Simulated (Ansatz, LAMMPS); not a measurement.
# Structural relaxation of glassy 53SiO2-21K2O-11MgO-11CaO-5Fe2O3 (mol %) (110 atoms)

Aim: bring glassy 53SiO2-21K2O-11MgO-11CaO-5Fe2O3 (mol %) (110 atoms) to a nearby minimum of the energy and see what moves.

Method: Kohn-Sham DFT, PBE, PAW (set soft_2), plane waves, in Ansatz 0.2.0.

### 1. Set-up

The cell holds 110 atoms: 20 Si, 16 K, 4 Mg, 4 Ca, 4 Fe and 62 O. Cell: a = 11.648 Å, b = 11.648 Å, c = 11.648 Å, α = 90.0°, β = 90.0°, γ = 90.0°. 110 atoms (20 Si, 16 K, 4 Mg, 4 Ca, 4 Fe, 62 O) placed at random at 2.67 g/cm³, melted at 4000 K for 10 ps at fixed volume with the Morse and Coulomb pair potential with partial charges (Pedone, Malavasi, Menziani, Cormack and Segre, J. Phys. Chem. B 110, 11780 (2006)). Quenched from 4000 K to 300 K at 25 K/ps and fixed volume, held 10 ps at zero pressure.

Limits known from the start: The quench rate of 25 K/ps is orders of magnitude faster than experiment, which tends to freeze in extra defects. The starting topology of bonds comes from the classical model. Without a Hubbard term or exact exchange, open shells on Fe are likely too delocalised. The Brillouin zone is sampled at Γ only, in a cell whose shortest periodic width is 12 Å.

### 2. Relaxation

The atoms are relaxed in the fixed cell, aiming at the force tolerance of the input.

input.yaml reads:

```yaml
crystal:
  lattice:
    - [11.64758, 0.0, 0.0]
    - [0.0, 11.64758, 0.0]
    - [0.0, 0.0, 11.64758]
  atoms:
    - { symbol: Si, position: [0.76038, 0.69042, 0.6712] }
    - { symbol: Si, position: [0.4613, 0.26442, 0.82283] }
    - { symbol: Si, position: [0.53346, 0.38608, 0.35222] }
    - { symbol: Si, position: [0.9274, 0.04159, 0.44843] }
    [... 100 atom lines left out ...]
    - { symbol: O, position: [0.65632, 0.6734, 0.76626] }
    - { symbol: O, position: [0.64365, 0.01339, 0.41857] }
    - { symbol: O, position: [0.55882, 0.78761, 0.37435] }
    - { symbol: O, position: [0.8111, 0.7943, 0.31444] }
    - { symbol: O, position: [0.27212, 0.53069, 0.31999] }
    - { symbol: O, position: [0.0112, 0.78249, 0.20539] }
magnetization:
  spin_polarized: true
kpoints:
  mp_grid: { grid: [1, 1, 1] }
hamiltonian:
  xc: pbe
scf:
  occupations: { method: fermi_dirac, width: 0.025 }
output:
  forces: true
relax:
  f_tol: 0.03
  max_steps: 46
```

On the command line:

```console
> ansatz run input.yaml --threads 4 --pin off --max-ram 8192MiB --backend cpu --events-out ev --progress --plain --runs-dir out
```

Wall time 17 min (4 threads of Arm Neoverse V2, shared host); peak memory 3.9 GiB.

Step by step (22 of 26):

```tsv
step	energy less that of the first step (eV)	largest force component (eV/Å)
1	0.0000	5.7458
2	-6.5147	2.7438
3	-9.9745	1.0776
5	-11.0163	0.4301
6	-11.2198	0.3374
7	-11.3461	0.2974
8	-11.4331	0.2519
9	-11.4749	0.1956
11	-11.4533	0.3727
12	-11.5154	0.0763
13	-11.4886	0.2215
14	-11.5215	0.0537
15	-11.5232	0.0474
16	-11.5270	0.0307
18	-11.5303	0.0524
19	-11.5311	0.0799
20	-11.5350	0.1146
21	-11.5310	0.2269
22	-11.5477	0.0716
24	-11.5611	0.0573
25	-11.5579	0.0694
26	-11.5649	0.0214
```

Relaxation steps 11, 13, 17, 21, 25 were tried and not accepted.

The atoms that moved most (Å):

```tsv
atom	dx	dy	dz	length
K36	0.540	-0.679	0.678	1.101
K32	-0.260	0.116	1.002	1.041
K30	0.218	-0.833	0.037	0.862
K35	-0.356	0.435	0.509	0.758
O53	0.708	0.114	-0.143	0.732
O109	-0.408	0.020	0.530	0.669
Ca42	-0.047	-0.184	-0.559	0.590
O68	0.333	0.367	0.300	0.579
```

The relaxation changed the energy by -105 meV/atom, and atoms moved by 0.33 Å r.m.s., 1.1 Å at most.

### 3. Distances and neighbours after relaxation

Density 2.80 g/cm³, 14.37 Å³ an atom.

Pair distribution functions g(r), in bins of 0.2 Å:

```tsv
r (Å)	total	O-O	O-Si	O-K	O-Ca	O-Fe	O-Mg
1.50	0.34	0.00	1.64	0.00	0.00	0.00	0.00
1.70	2.72	0.00	13.30	0.00	0.00	0.00	0.00
1.90	0.61	0.00	0.00	0.00	0.00	8.93	5.95
2.10	0.29	0.00	0.00	0.00	1.07	1.71	4.24
2.30	0.27	0.00	0.00	0.00	4.27	1.92	0.47
2.50	0.64	0.80	0.00	1.54	2.82	0.43	0.00
2.70	2.19	4.72	0.00	3.52	2.48	0.35	0.00
2.90	0.94	1.41	0.06	1.88	0.59	0.00	0.00
3.10	0.87	1.02	0.32	0.85	0.00	0.27	0.76
3.30	1.17	0.75	1.12	0.35	0.47	0.46	0.22
3.50	1.09	0.83	1.20	0.52	0.62	1.68	0.63
3.70	0.85	0.60	0.81	0.50	1.11	0.75	1.31
3.90	0.94	0.64	1.43	0.75	0.33	2.19	1.83
4.10	0.99	0.89	1.21	0.75	1.08	1.38	1.37
4.30	1.06	0.76	1.54	0.99	1.22	1.65	1.22
4.50	0.96	0.81	1.10	1.15	1.10	1.76	1.76
4.70	1.01	1.00	1.02	1.21	1.27	1.16	1.73
4.90	1.13	1.44	0.95	1.21	1.26	0.94	0.84
5.10	1.08	1.34	0.94	1.05	1.36	0.58	0.58
5.30	1.06	1.02	1.10	1.02	1.18	0.45	0.90
5.50	0.93	1.18	0.76	1.05	0.67	0.83	0.66
5.70	0.91	1.04	0.94	0.80	0.77	0.32	1.24
```

### 4. Single point at the relaxed geometry

One more single point at the end of the walk gives the fuller output and checks the residual forces.

input.yaml reads:

```yaml
crystal:
  lattice:
    - [11.64758, 0.0, 0.0]
    - [0.0, 11.64758, 0.0]
    - [0.0, 0.0, 11.64758]
  atoms:
    - { symbol: Si, position: [0.76379, 0.69886, 0.66201] }
    - { symbol: Si, position: [0.47856, 0.26208, 0.83318] }
    - { symbol: Si, position: [0.53726, 0.38418, 0.34966] }
    - { symbol: Si, position: [0.9254, 0.04679, 0.44421] }
    [... 100 atom lines left out ...]
    - { symbol: O, position: [0.65797, 0.67904, 0.75855] }
    - { symbol: O, position: [0.625, 0.02173, 0.40725] }
    - { symbol: O, position: [0.56528, 0.77064, 0.3668] }
    - { symbol: O, position: [0.81043, 0.80198, 0.31461] }
    - { symbol: O, position: [0.23713, 0.53239, 0.36547] }
    - { symbol: O, position: [0.01623, 0.79053, 0.19984] }
magnetization:
  spin_polarized: true
kpoints:
  mp_grid: { grid: [1, 1, 1] }
hamiltonian:
  xc: pbe
scf:
  occupations: { method: fermi_dirac, width: 0.025 }
output:
  forces: true
  stress: true
  populations: true
  dos:
    method: { smearing: { sigma: 0.15 } }
    de: 0.1
    projected: { site_lists: { Ca: [Ca], Fe: [Fe], K: [K], Mg: [Mg], O: [O] } }
  eigenvalues: true
  write_density: true
  write_potential: true
  volumetric_format: npy
  elf: true
```

Run time: 1.8 min. Hardware: 4 threads; peak memory 4 GiB; 7.1 min of CPU time.

The program notes that the stability of the SCF solution was not settled.

Read from the output:

* free energy: -105497.5983 eV
* free energy per atom: -959.0691 eV/atom
* SCF cycles: 20
* pressure: 1.792 GPa
* r.m.s. force component: 0.00452 eV/Å
* longest force: 0.02164 eV/Å
* Fermi energy: 5.412 eV
* gap (highest filled to lowest empty level): 0.8344 eV
* absolute moment: 19.6 μB
* spilling of the projection: 0.0104

Löwdin charges by element (they lack the spilled electrons, 0.070 e an atom on average):

```tsv
element	coordination	atoms	mean charge (e)	spread	least	most
Ca	all	4	1.76	0.006	1.75	1.77
Fe	all	4	1.52	0.0148	1.50	1.54
K	all	16	0.850	0.0119	0.824	0.877
Mg	all	4	1.61	0.0046	1.61	1.62
O	all	62	-0.929	0.106	-1.36	-0.796
Si	all	20	1.60	0.0506	1.50	1.70
```

Magnetic moments by element:

```tsv
element	coordination	atoms	mean moment (μB)	spread	least	most
Ca	all	4	-5.0e-4	8.0e-4	-0.0013	7.0e-4
Fe	all	4	0.0235	3.63	-3.61	3.70
K	all	16	1.0e-4	3.0e-4	-3.0e-4	0.0012
Mg	all	4	2.0e-4	2.0e-4	0	5.0e-4
O	all	62	-3.0e-4	0.07	-0.204	0.198
Si	all	20	-2.0e-4	0.0024	-0.0077	0.0033
```

States in the cell by windows of 1 eV, zero at the Fermi level; the larger projections on atomic orbitals stand beside the total:

```tsv
from (eV)	to (eV)	total up	total down	O p	Fe d	K p
-14	-13	8.2	8.2	0.1	0.0	16.0
-13	-12	34.6	34.6	0.9	0.0	67.6
-12	-11	5.2	5.2	0.1	0.0	10.1
-11	-10	0.5	0.4	0.6	0.0	0.0
-10	-9	3.1	3.2	4.1	0.0	0.0
-9	-8	5.5	5.4	7.3	0.1	0.0
-8	-7	8.4	8.2	11.5	0.4	0.1
-7	-6	12.1	11.4	16.2	2.6	0.1
-6	-5	19.0	19.5	27.5	4.0	0.1
-5	-4	28.3	28.4	42.8	5.2	0.2
-4	-3	32.9	32.1	54.5	4.0	0.2
-3	-2	39.3	40.1	70.3	3.3	0.3
-2	-1	38.2	38.7	70.6	2.5	0.3
-1	0	8.8	8.5	14.8	1.7	0.1
0	1	5.0	4.7	1.5	8.0	0.0
1	2	4.0	3.3	1.5	5.4	0.0
2	3	1.4	2.2	0.7	2.0	0.0
3	4	1.2	1.2	0.1	0.0	0.0
4	5	4.4	4.5	0.8	0.0	0.1
```

Between -26 and -14 eV lie 148 more states.

The stored curve holds about 636 of the 740 electrons; the rest, give or take the few that broadening carries across the Fermi level, lie in deeper levels below its range.

Not all projections were asked for or kept, so they needn't add up to the total.

The levels nearest the highest filled one (over half full), pooled over k-points and spins:

```tsv
level less the highest filled one (eV)	occupation
-0.160	1
-0.157	1
-0.150	1
-0.131	1
-0.0673	1
0	1
0.834	0
1.03	0
1.05	0
1.09	0
1.11	0
1.23	0
```

Mean Löwdin charges: Ca +1.76, Fe +1.52, K +0.85, Mg +1.61, O -0.93, Si +1.60 e (they miss 1.0 % of the electrons, so they add up to more than the cell's charge). The cell holds a total moment of -1.2e-7 μB, from site moments of up to 3.7 μB that point both ways; no search proves this magnetic order the lowest. The largest share in the top eV of filled states is O p (93 % of the projected weight), and in the lowest eV of empty states Fe d (83 % of the projected weight).

### 5. Results

| Quantity | Value |
| --- | --- |
| energy change in the relaxation | -105.1 meV/atom |
| r.m.s. displacement | 0.33 Å |
| largest displacement | 1.101 Å |
| free energy per atom | -959.0691 eV/atom |
| pressure | 1.792 GPa |
| r.m.s. force component | 0.00452 eV/Å |
| gap (highest filled to lowest empty level) | 0.8344 eV |
| wall time of the 2 DFT runs | 19 min |

What this shows: Relaxation lowers the energy by 105 meV/atom and moves atoms by 0.33 Å r.m.s. From the first step to the last the energy fell by 11.565 eV, and the largest move was 1.10 Å (K36). The highest filled and lowest empty levels differ by 0.834 eV (at Γ alone); a semilocal functional tends to put such gaps too low. In a disordered cell it changes from sample to sample, and tail or defect levels can set it. The cell holds a total moment of -1.2e-7 μB, from site moments of up to 3.7 μB that point both ways; no search proves this magnetic order the lowest.

What to keep in mind: The network of bonds at the start is that of the classical potential that made the cell; in DFT atoms moved by 0.33 Å r.m.s. The run was spin polarised, started with 2 moments up and 2 down in a pattern of our own, ending at 0.0 μB in the cell; that starting order needn't be the real material's, and it bears on forces, charges and levels. With open d shells in the cell, the gap can be one between d levels of these ions, not the gap of the host. The pressure of 1.8 GPa means that a free cell would grow at this level.

[Logs are printed without paths, hosts, clocks, repeated set-up lines and the standing remarks that a program may print on its own settings, such as how far it seeks lower states.]

[Hosts, paths, dates, database ids (printed as entryN), source tags and the programs' standing remarks are cut or masked in the printed files.]
